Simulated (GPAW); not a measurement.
# Al2Pd (Fm-3m): the Al K absorption edge, part 2 of 3

What does one-electron theory with a core hole give for the Al K edge of Al2Pd (Fm-3m)?

GPAW 26.7.0; X-ray absorption from dipole matrix elements to empty bands, plane-wave PAW LDA.

So far. Step 2 (The field without a hole): The mesh shows no gap, so the system is treated as a metal and the core electron is put at the Fermi level (neutral cell). Step 3 (Spectrum without a core hole, Al atom 2): Main maxima below 24 eV (height): 0.9 eV (0.60), 4.9 eV (1.13), 7.0 eV (1.46), 9.7 eV (1.31) and 15.0 eV (1.23). A K edge sees empty p states on the absorber.

### Step 5. Spectrum with XCH, Al atom 2

The holes are 7.2 Å apart. In GPAW the data set carries the hole's charge, so charge=0 means a charged cell and charge=-1 a neutral one. The excited electron is kept in the cell, where it fills the lowest empty states and screens the hole. After the field has converged, empty bands are computed with the density fixed and the dipole matrix elements are summed.

Contents of xas.py:

```python
import numpy as np
from ase import Atoms
from ase.parallel import parprint, paropen
from gpaw import GPAW, PW, FermiDirac, Mixer, MixerDif, setup_paths
from gpaw.test import gen
setup_paths.insert(0, '.')
gen('Al', name='fch1s', xcname='LDA', corehole=(1, 0, 1), write_xml=True)
from gpaw.mpi import world
world.barrier()

atoms = Atoms('Pd6Al12',
    cell=[[2.94953557, -5.89907114, -2.94953557],
     [-5.89907114, 2.94953557, -2.94953557],
     [2.94953557, 5.89907114, -2.94953557]],
    scaled_positions=[[0, 0, 0],
     [0.66666667, 0.33333333, 0],
     [0.33333333, 0.66666667, 0],
     [0.5, 0, 0.5],
     [0.16666667, 0.33333333, 0.5],
     [0.83333333, 0.66666667, 0.5],
     [0.125, 0, 0.375],
     [0.79166667, 0.33333333, 0.375],
     [0.45833333, 0.66666667, 0.375],
     [0.625, 0, 0.875],
     [0.29166667, 0.33333333, 0.875],
     [0.95833333, 0.66666667, 0.875],
     [0.70833333, 0.66666667, 0.125],
     [0.375, 0, 0.125],
     [0.04166667, 0.33333333, 0.125],
     [0.20833333, 0.66666667, 0.625],
     [0.875, 0, 0.625],
     [0.54166667, 0.33333333, 0.625]],
    pbc=True)
atoms.calc = calc = GPAW(legacy_gpaw=True, mode=PW(430), xc='LDA', setups={6: 'fch1s'},
    kpts={'size': (3, 3, 3), 'gamma': True}, occupations=FermiDirac(0.1),
    charge=-1, mixer=Mixer(0.1, 5, 50), maxiter=150,
    convergence={'density': 0.0001}, txt='scf.txt')
energy = atoms.get_potential_energy() + calc.get_reference_energy()
ef = calc.get_fermi_level()
out = dict(energy=energy, fermi=ef, forces=atoms.get_forces().tolist())
parprint(f'all-electron energy {energy:.4f} eV, Fermi level {ef:.4f} eV')
ev = np.array([[calc.get_eigenvalues(k, s) for k in range(len(calc.get_ibz_k_points()))] for s in range(calc.get_number_of_spins())])
out['homo'], out['lumo'], out['counts'] = ev[ev < ef].max(), ev[ev > ef].min(), sorted(set((ev < ef).sum((0, 2)).tolist()))
out['filled'] = (ev[:, 0] < ef).sum(1).tolist()

from ase.units import Ha
from gpaw.xas import dipole_matrix_elements
nb = int(calc.get_number_of_electrons() / 2) + 216
top, nb = nb, nb + 8 + nb // 12
nscf = calc.fixed_density(kpts={'size': (4, 4, 3), 'gamma': True}, nbands=nb,
    convergence={'bands': top, 'eigenstates': 1e-5}, maxiter=60, txt='nscf.txt')
cell = atoms.cell.array
ops = [cell.T @ U.T @ np.linalg.inv(cell.T) for U in nscf.wfs.kd.symmetry.op_scc]
E = np.arange(-6, 34, 0.1)
fwhm = np.interp(E, [4, 25], [0.9, 3.5])
Y, X, zero, highest = 0, 0, 1e9, 1e9
for spin in range(nscf.get_number_of_spins()):
    wfs = nscf.wfs
    A = dipole_matrix_elements(wfs.setups[6])
    eps = np.zeros((wfs.kd.nibzkpts, nb))
    d = np.zeros((3, A.shape[1], wfs.kd.nibzkpts, nb), complex)
    for kpt in wfs.kpt_u:
        if kpt.s == spin and 6 in kpt.P_ani:
            eps[kpt.k] = kpt.eps_n * Ha
            d[:, :, kpt.k] = (kpt.weight * wfs.nspins / 2) ** 0.5 * np.inner(A, kpt.P_ani[6])
    world.sum(eps)
    world.sum(d)
    T = np.einsum('amkn,bmkn->abkn', d, d.conj()).real
    T = sum(np.einsum('ai,ijkn,bj->abkn', R, T, R) for R in ops) / len(ops)
    empty = eps > ef
    zero, highest = min(zero, eps[empty].min()), min(highest, eps[:, top - 1].min())
    lines = [(eps, T, empty)] if spin == 0 else lines + [(eps, T, empty)]
for eps, T, empty in lines:
    f = np.einsum('aakn->akn', T).reshape(3, -1)
    x = eps.ravel() - zero
    w = np.interp(x, E, fwhm) / 2.35482
    g = np.exp(-0.5 * ((E[:, None] - x) / w) ** 2) / (w * (2 * np.pi) ** 0.5)
    Y = Y + (f * empty.ravel()) @ g.T
    X = X + (f * ~empty.ravel()) @ g.T
out.update(E=E.round(2).tolist(), xas=Y.tolist(), xes=X.tolist(), zero=zero, valid=highest - zero, nk=len(eps), nb=nb)
for i in range(0, len(E), 10):
    parprint(f'{E[i]:7.2f}', *(f'{v:10.3e}' for v in Y[:, i]))
import json
with paropen('out.json', 'w') as f:
    json.dump(out, f)
```

Run with:

```
> OMP_NUM_THREADS=1 mpirun -n 4 gpaw python xas.py
```

Numbers of over 12 decimals in the logs are rounded to 6 here.

The program printed:

```text
Input parameters:
  charge: -1
  convergence: {density: 0.0001}
  kpts: {gamma: True,
         size: (3, 3, 3)}
  maxiter: 150
  mixer: {backend: pulay,
          beta: 0.1,
          method: separate,
          nmaxold: 5,
          weight: 50}
  mode: {ecut: 430.0,
         name: pw}
  occupations: {fixmagmom: False,
                name: fermi-dirac,
                width: 0.1}
  setups: {6: fch1s}

Initialize ...

[... PAW data sets ...]

Reference energy: -899956.485622  # eV

Spin-paired calculation

[... convergence settings ...]
Symmetries present (total): 2
  [... symmetry matrices ...]

27 k-points: 3 x 3 x 3 Monkhorst-Pack grid
10 k-points in the irreducible part of the Brillouin zone
       k-points in crystal coordinates                weights
   0:     0.00000000    0.00000000    0.00000000          1/27
   1:     0.00000000    0.00000000    0.33333333          2/27
   2:     0.00000000    0.33333333    0.00000000          2/27
   3:     0.00000000    0.33333333    0.33333333          4/27
   4:     0.33333333    0.00000000   -0.33333333          4/27
   5:     0.33333333    0.00000000    0.00000000          4/27
   6:     0.33333333    0.00000000    0.33333333          4/27
   7:     0.33333333    0.33333333   -0.33333333          2/27
   8:     0.33333333    0.33333333    0.00000000          2/27
   9:     0.33333333    0.33333333    0.33333333          2/27

Wave functions: Plane wave expansion
  Cutoff energy: 430.000 eV
  Number of coefficients (min, max): 6211, 6253
  Pulay-stress correction: 0.000000 eV/Ang^3 (de/decut=0.000000)
  Using FFTW library
  Wavefunction extrapolation:
    Improved wavefunction reuse through dual PAW basis

Occupation numbers: Fermi-Dirac:
  width: 0.1000  # eV

Eigensolver
   Davidson(niter=2)

Densities:
  Coarse grid: 35*35*35 grid
  Fine grid: 70*70*70 grid
  Total Charge: 0.000000

Density mixing:
  Method: separate
  Backend: pulay
  Linear mixing parameter: 0.1
  old densities: 5
  Width of damping distribution: 1.1
  Damping of long wavelength oscillations: 50

[... Hamiltonian set-up ...]
Number of atoms: 18
Number of atomic orbitals: 120
Number of bands in calculation: 84
Number of valence electrons: 133
Bands to converge: occupied

... initialized

Initializing position-dependent things.

Density initialized from atomic densities
Creating initial wave functions:
  84 bands from LCAO basis set

                Pd
              Al     Al
                  Pd
               Al  Al  Al
         Pd            Pd
              Al     Al     Al
              Pd
            Al     Al     Al
                Pd
                     Al

Atomic positions and initial magnetic moments

Positions:
   0 Pd     0.000000    0.000000    0.000000    ( 0.0000,  0.0000,  0.0000)
   1 Pd     0.000000   -2.949536   -2.949536    ( 0.0000,  0.0000,  0.0000)
   2 Pd    -2.949536    0.000000   -2.949536    ( 0.0000,  0.0000,  0.0000)
   3 Pd     2.949536    0.000000   -2.949536    ( 0.0000,  0.0000,  0.0000)
   4 Pd     0.000000    2.949536   -2.949536    ( 0.0000,  0.0000,  0.0000)
   5 Pd    -0.000000    0.000000   -5.899071    ( 0.0000,  0.0000,  0.0000)
   6 Al     1.474768    1.474768   -1.474768    ( 0.0000,  0.0000,  0.0000)
[...]
15 Al    -1.474768    4.424303   -4.424303    ( 0.0000,  0.0000,  0.0000)
  16 Al     4.424303   -1.474768   -4.424303    ( 0.0000,  0.0000,  0.0000)
  17 Al     1.474768    1.474768   -4.424303    ( 0.0000,  0.0000,  0.0000)

Unit cell:
           periodic     x           y           z      points  spacing
  1. axis:    yes    2.949536   -5.899071   -2.949536    35     0.1709
  2. axis:    yes   -5.899071    2.949536   -2.949536    35     0.1788
  3. axis:    yes    2.949536    5.899071   -2.949536    35     0.1946

  Lengths:   7.224857   7.224857   7.224857
  Angles:   80.405932 109.471221 120.000000

Effective grid spacing dv^(1/3) = 0.1929

iter:   1  -130.233846
iter:   2  -110.882340   -0.37  -0.94
iter:   3  -103.303403   -0.05  -1.09
iter:   4  -103.270442   -1.25  -1.34
iter:   5  -103.565601   -1.15  -1.41
iter:   6  -102.736957   -1.81  -1.56
iter:   7  -102.729211   -1.64  -2.04
iter:   8  -102.690116c  -3.15  -2.45
iter:   9  -102.697985c  -2.23  -2.59
iter:  10  -102.669800c  -3.10  -2.50
iter:  11  -102.669778c  -3.48  -3.13
iter:  12  -102.669567c  -4.96  -3.40
iter:  13  -102.669638c  -4.99  -3.51
iter:  14  -102.669568c  -5.54  -3.56
iter:  15  -102.669575c  -5.90  -3.72
iter:  16  -102.669567c  -6.22  -4.01c
iter:  17  -102.669562c  -6.77  -4.41c
iter:  18  -102.669561c  -7.38  -4.64c
iter:  19  -102.669563c  -7.50c -4.76c

Converged after 19 iterations.

Dipole moment: (-0.235257, 0.435576, 0.235257) |e|*Ang

Energy contributions relative to reference atoms: (reference = -899956.485622)

Kinetic:        +22.927703
Potential:      -40.423277
External:        +0.000000
XC:             -84.652332
Entropy (-ST):   -0.201628
Local:           -0.420843
SIC:             +0.000000
--------------------------
Free energy:   -102.770377
Extrapolated:  -102.669563

Showing only first 2 kpts
 Kpt  Band  Eigenvalues  Occupancy
  0    64      6.22918    1.99141
  0    65      6.57614    1.75666
  0    66      6.81936    0.77612
  0    67      7.87921    0.00003

  1    64      6.28487    1.98506
  1    65      6.64102    1.58100
  1    66      6.74308    1.15244
[...]
Fermi level: 6.77381

No gap
No difference between direct/indirect transitions

Forces in eV/Ang:
  0 Pd    0.22736    0.19847   -0.22736
  1 Pd    0.04837    0.04069   -0.00135
  2 Pd    0.00135    0.04069   -0.04837
  3 Pd   -0.22879    0.23100    0.22879
  4 Pd    0.17740   -0.26059    0.23264
  5 Pd   -0.23264   -0.26059   -0.17740
  6 Al    0.02663    0.01432   -0.02663
[...]
15 Al   -0.03652   -0.01853    0.07321
 16 Al   -0.03194    0.02427    0.03194
 17 Al   -0.07321   -0.01853    0.03652
Scalar-relativistic atomic LDA calculation for Al (Aluminium, Z=13)
Core hole in 1s state (1s occupation: 1.0)
450 radial gridpoints.
|------------------------------------------------|
|------------------------------------------------|
[... the atom generator's iteration count ...]

Energy contributions:
-------------------------
Kinetic:     +183.893595
XC:           -14.209497
Potential:   -353.628519
-------------------------
Total:       -183.944421

state      eigenvalue         ekin         rmax
-----------------------------------------------
1s^1.0 :   -60.362648    82.057235        0.077
2s^2.0 :    -5.188665    12.296859        0.473
2p^6.0 :    -3.893101    12.072890        0.390
3s^2.0 :    -0.683483     1.740987        1.779
3p^1.0 :    -0.437761     1.323330        2.009
-----------------------------------------------
(units: Bohr and Hartree)

Generating PAW setup
Kinetic energy of the core from tauc = 179.402319
Cutoffs:
rc(s)=2.050
rc(p)=2.050
rc(d)=2.050
rc(vbar)=1.845
rc(comp)=2.050
rc(nct)=2.050

Kinetic energy of the core states: 179.088292
Charge: 1.0
Core electrons: 9.0
Valence electrons: 3.0
Pseudo-core charge: 0.169630
Shape function alpha=2.380
Pseudo-electron charge 3.431685
state    eigenvalue         norm
--------------------------------
3s(2) :    -0.683483     1.126964
*s    :     0.316517
3p(1) :    -0.437761     1.008127
*p    :     0.562239
*d    :     0.000000
--------------------------------

Diagonalizing with gridspacing h=0.050

state   all-electron     PAW
-------------------------------
3s:      -0.683483    -0.683641
3p:      -0.437761    -0.437937
*d:                   -0.137096
*f:                   -0.021062
-------------------------------
all-electron energy -900059.1552 eV, Fermi level 6.7738 eV
[...]
31.00  7.526e-06  7.421e-06  7.526e-06
  32.00  7.329e-06  7.361e-06  7.329e-06
  33.00  7.410e-06  7.536e-06  7.410e-06
```

It took 11 min on 4 MPI ranks of Arm Neoverse N1, shared host; peak memory 0.6 GiB; 46 min of CPU time.

The Al K spectrum, Al atom 2, excited-electron core hole (neutral cell) (energy from the lowest empty level; intensity scaled to a mean of 1 over the first 20 eV):

| E (eV) | intensity |
| --- | --- |
| -2.0 | 0.00 |
| -1.0 | 0.00 |
| 0.0 | 0.45 |
| 1.0 | 0.65 |
| 2.0 | 0.49 |
| 3.0 | 0.96 |
| 4.0 | 1.34 |
| 5.0 | 1.91 |
| 6.0 | 1.59 |
| 7.0 | 1.38 |
| 8.0 | 1.11 |
| 9.0 | 1.13 |
| 10.0 | 1.02 |
| 11.0 | 0.83 |
| 12.0 | 0.83 |
| 13.0 | 0.98 |
| 14.0 | 0.98 |
| 15.0 | 0.92 |
| 16.0 | 0.88 |
| 17.0 | 0.81 |
| 18.0 | 0.76 |
| 19.0 | 0.68 |
| 20.0 | 0.60 |
| 21.0 | 0.57 |
| 22.0 | 0.54 |
| 23.0 | 0.50 |
| 24.0 | 0.48 |
| 25.0 | 0.52 |
| 26.0 | 0.65 |
| 27.0 | 0.83 |
| 28.0 | 0.99 |
| 29.0 | 1.07 |
| 30.0 | 1.06 |
| 31.0 | 1.02 |
| 32.0 | 1.00 |

Main maxima below 24 eV (height): 0.6 eV (0.77), 4.7 eV (1.96), 9.0 eV (1.13) and 13.5 eV (1.00). 

The total-energy difference is 1563.30 eV. One term is added: -13.88 eV, since the hole is spin-paired here and a spin-polarised one costs that much less in the free atom (computed apart). The photon energy is then 1549.42 eV. The tabulated edge of the element is 1559 eV. The functional leaves an error in such absolute values: in the free atom LDA prices this hole 7.2 eV below PBE (computed apart), and PBE is itself good to a few eV.

### Step 6. Spectrum with FCH, Al atom 2

The holes are 7.2 Å apart. In GPAW the data set carries the hole's charge, so charge=0 means a charged cell and charge=-1 a neutral one. The excited electron is left out and a uniform background balances the charge. After the field has converged, empty bands are computed with the density fixed and the dipole matrix elements are summed.

Changed against the first core-hole run: core hole to FCH.

xas.py, as its differences from that of step 5:

```diff
@@ -35,3 +35,3 @@
     kpts={'size': (3, 3, 3), 'gamma': True}, occupations=FermiDirac(0.1),
-    charge=-1, mixer=Mixer(0.1, 5, 50), maxiter=150,
+    charge=0, mixer=Mixer(0.1, 5, 50), maxiter=150,
     convergence={'density': 0.0001}, txt='scf.txt')
```

The program printed:

```text
Input parameters:
  convergence: {density: 0.0001}
  kpts: {gamma: True,
         size: (3, 3, 3)}
  maxiter: 150
  mixer: {backend: pulay,
          beta: 0.1,
          method: separate,
          nmaxold: 5,
          weight: 50}
  mode: {ecut: 430.0,
         name: pw}
  occupations: {fixmagmom: False,
                name: fermi-dirac,
                width: 0.1}
  setups: {6: fch1s}

Initialize ...

[...]
*p    :     0.562239
*d    :     0.000000
--------------------------------

Diagonalizing with gridspacing h=0.050

state   all-electron     PAW
-------------------------------
3s:      -0.683483    -0.683641
3p:      -0.437761    -0.437937
*d:                   -0.137096
*f:                   -0.021062
-------------------------------
all-electron energy -900065.8458 eV, Fermi level 6.6523 eV
[...]
32.00  7.339e-06  7.348e-06  7.339e-06
  33.00  7.382e-06  7.501e-06  7.382e-06
[key lines of the parts left out:]
Converged after 19 iterations.
Dipole moment: (-0.232808, 0.428311, 0.232808) |e|*Ang
Free energy:   -109.480941
Fermi level: 6.65229
```

It took 12 min on 4 MPI ranks; peak memory 0.6 GiB; 49 min of CPU time.

| E (eV) | first run | this run |
| --- | --- | --- |
| -2.0 | 0.00 | 0.00 |
| -1.0 | 0.00 | 0.00 |
| 0.0 | 0.45 | 0.45 |
| 1.0 | 0.65 | 0.72 |
| 2.0 | 0.49 | 0.51 |
| 3.0 | 0.96 | 0.80 |
| 4.0 | 1.34 | 1.26 |
| 5.0 | 1.91 | 1.94 |
| 6.0 | 1.59 | 1.67 |
| 7.0 | 1.38 | 1.39 |
| 8.0 | 1.11 | 1.14 |
| 9.0 | 1.13 | 1.12 |
| 10.0 | 1.02 | 1.04 |
| 11.0 | 0.83 | 0.85 |
| 12.0 | 0.83 | 0.80 |
| 13.0 | 0.98 | 0.95 |
| 14.0 | 0.98 | 0.99 |
| 15.0 | 0.92 | 0.92 |
| 16.0 | 0.88 | 0.88 |
| 17.0 | 0.81 | 0.82 |
| 18.0 | 0.76 | 0.77 |
| 19.0 | 0.68 | 0.70 |
| 20.0 | 0.60 | 0.61 |
| 21.0 | 0.57 | 0.57 |
| 22.0 | 0.54 | 0.54 |
| 23.0 | 0.50 | 0.51 |
| 24.0 | 0.48 | 0.48 |
| 25.0 | 0.52 | 0.51 |
| 26.0 | 0.65 | 0.62 |
| 27.0 | 0.83 | 0.79 |
| 28.0 | 0.99 | 0.96 |
| 29.0 | 1.07 | 1.06 |
| 30.0 | 1.06 | 1.07 |
| 31.0 | 1.02 | 1.02 |
| 32.0 | 1.00 | 1.00 |

Against the first run the r.m.s. difference is 4 %. The highest intensity below 16 eV goes from 4.7 eV (1.96) to 4.9 eV (1.95).

The photon energy of the zero moves by -0.04 eV.

### Step 7. Supercell without a hole, the energy reference

The cell and mesh change for the next run, so it gets a reference energy of its own.

Contents of scf.py:

```python
import numpy as np
from ase import Atoms
from ase.parallel import parprint, paropen
from gpaw import GPAW, PW, FermiDirac, Mixer, MixerDif, setup_paths
from gpaw.test import gen
setup_paths.insert(0, '.')
gen('Al', name='nch1s', xcname='LDA', corehole=(1, 0, 0), write_xml=True)
from gpaw.mpi import world
world.barrier()

atoms = Atoms('Pd3Al6',
    cell=[[0, -2.94953557, -2.94953557],
     [0, -2.94953557, 2.94953557],
     [-8.8486067, 0, 2.94953557]],
    scaled_positions=[[0, 0, 0],
     [0.66666667, 0.33333333, 0.33333333],
     [0.33333333, 0.66666667, 0.66666667],
     [0.25, 0.25, 0.5],
     [0.91666667, 0.58333333, 0.83333333],
     [0.58333333, 0.91666667, 0.16666667],
     [0.41666667, 0.08333333, 0.83333333],
     [0.08333333, 0.41666667, 0.16666667],
     [0.75, 0.75, 0.5]],
    pbc=True)
atoms.calc = calc = GPAW(legacy_gpaw=True, mode=PW(430), xc='LDA', setups={3: 'nch1s'},
    kpts={'size': (4, 4, 4), 'gamma': True}, occupations=FermiDirac(0.1),
    charge=0, mixer=Mixer(0.1, 5, 50), maxiter=150,
    convergence={'density': 0.0001}, txt='scf.txt')
energy = atoms.get_potential_energy() + calc.get_reference_energy()
ef = calc.get_fermi_level()
out = dict(energy=energy, fermi=ef, forces=atoms.get_forces().tolist())
parprint(f'all-electron energy {energy:.4f} eV, Fermi level {ef:.4f} eV')
ev = np.array([[calc.get_eigenvalues(k, s) for k in range(len(calc.get_ibz_k_points()))] for s in range(calc.get_number_of_spins())])
out['homo'], out['lumo'], out['counts'] = ev[ev < ef].max(), ev[ev > ef].min(), sorted(set((ev < ef).sum((0, 2)).tolist()))
out['filled'] = (ev[:, 0] < ef).sum(1).tolist()
import json
with paropen('out.json', 'w') as f:
    json.dump(out, f)
```

Run with:

```
> OMP_NUM_THREADS=1 mpirun -n 4 gpaw python scf.py
```

The program printed:

```text
Input parameters:
  convergence: {density: 0.0001}
  kpts: {gamma: True,
         size: (4, 4, 4)}
  maxiter: 150
  mixer: {backend: pulay,
          beta: 0.1,
          method: separate,
          nmaxold: 5,
          weight: 50}
  mode: {ecut: 430.0,
         name: pw}
  occupations: {fixmagmom: False,
                name: fermi-dirac,
                width: 0.1}
  setups: {3: nch1s}

Initialize ...

[...]
warnings.warn(
<dir> UserWarning: Using symmetrized grid: (45,45,45).

  warnings.warn('Using symmetrized grid: ({},{},{}).\n'.format(*N_c))
<dir> UserWarning: Using symmetrized grid: (45,45,45).

  warnings.warn('Using symmetrized grid: ({},{},{}).\n'.format(*N_c))
<dir> UserWarning: Using symmetrized grid: (45,45,45).

  warnings.warn('Using symmetrized grid: ({},{},{}).\n'.format(*N_c))
all-electron energy -450811.3115 eV, Fermi level 6.7490 eV
[key lines of the parts left out:]
Converged after 23 iterations.
Dipole moment: (0.000000, 0.000000, -0.000000) |e|*Ang
Free energy:    -46.602422
Fermi level: 6.74904
```

Wall time 2.1 min (4 MPI ranks); peak memory 0.33 GiB.

[end of part 2 of 3]

[Banner, clock and machine lines of the logs are left out without a mark of their own.]

[Logs are printed without paths, hosts, clocks, repeated set-up lines and the standing remarks that a program may print on its own settings, such as how far it seeks lower states.]

[Hosts, paths, dates, database ids (printed as entryN), source tags and the programs' standing remarks are cut or masked in the printed files.]

[Lists of maxima count a maximum above −3 eV only where it reaches 4 % of the highest in the window and stands out from its surroundings by 2 % of it (1.5 % where it reaches 55 %); shoulders and weaker maxima are passed over, and of the rest the first, up to two pre-edge ones and the few strongest are named.]
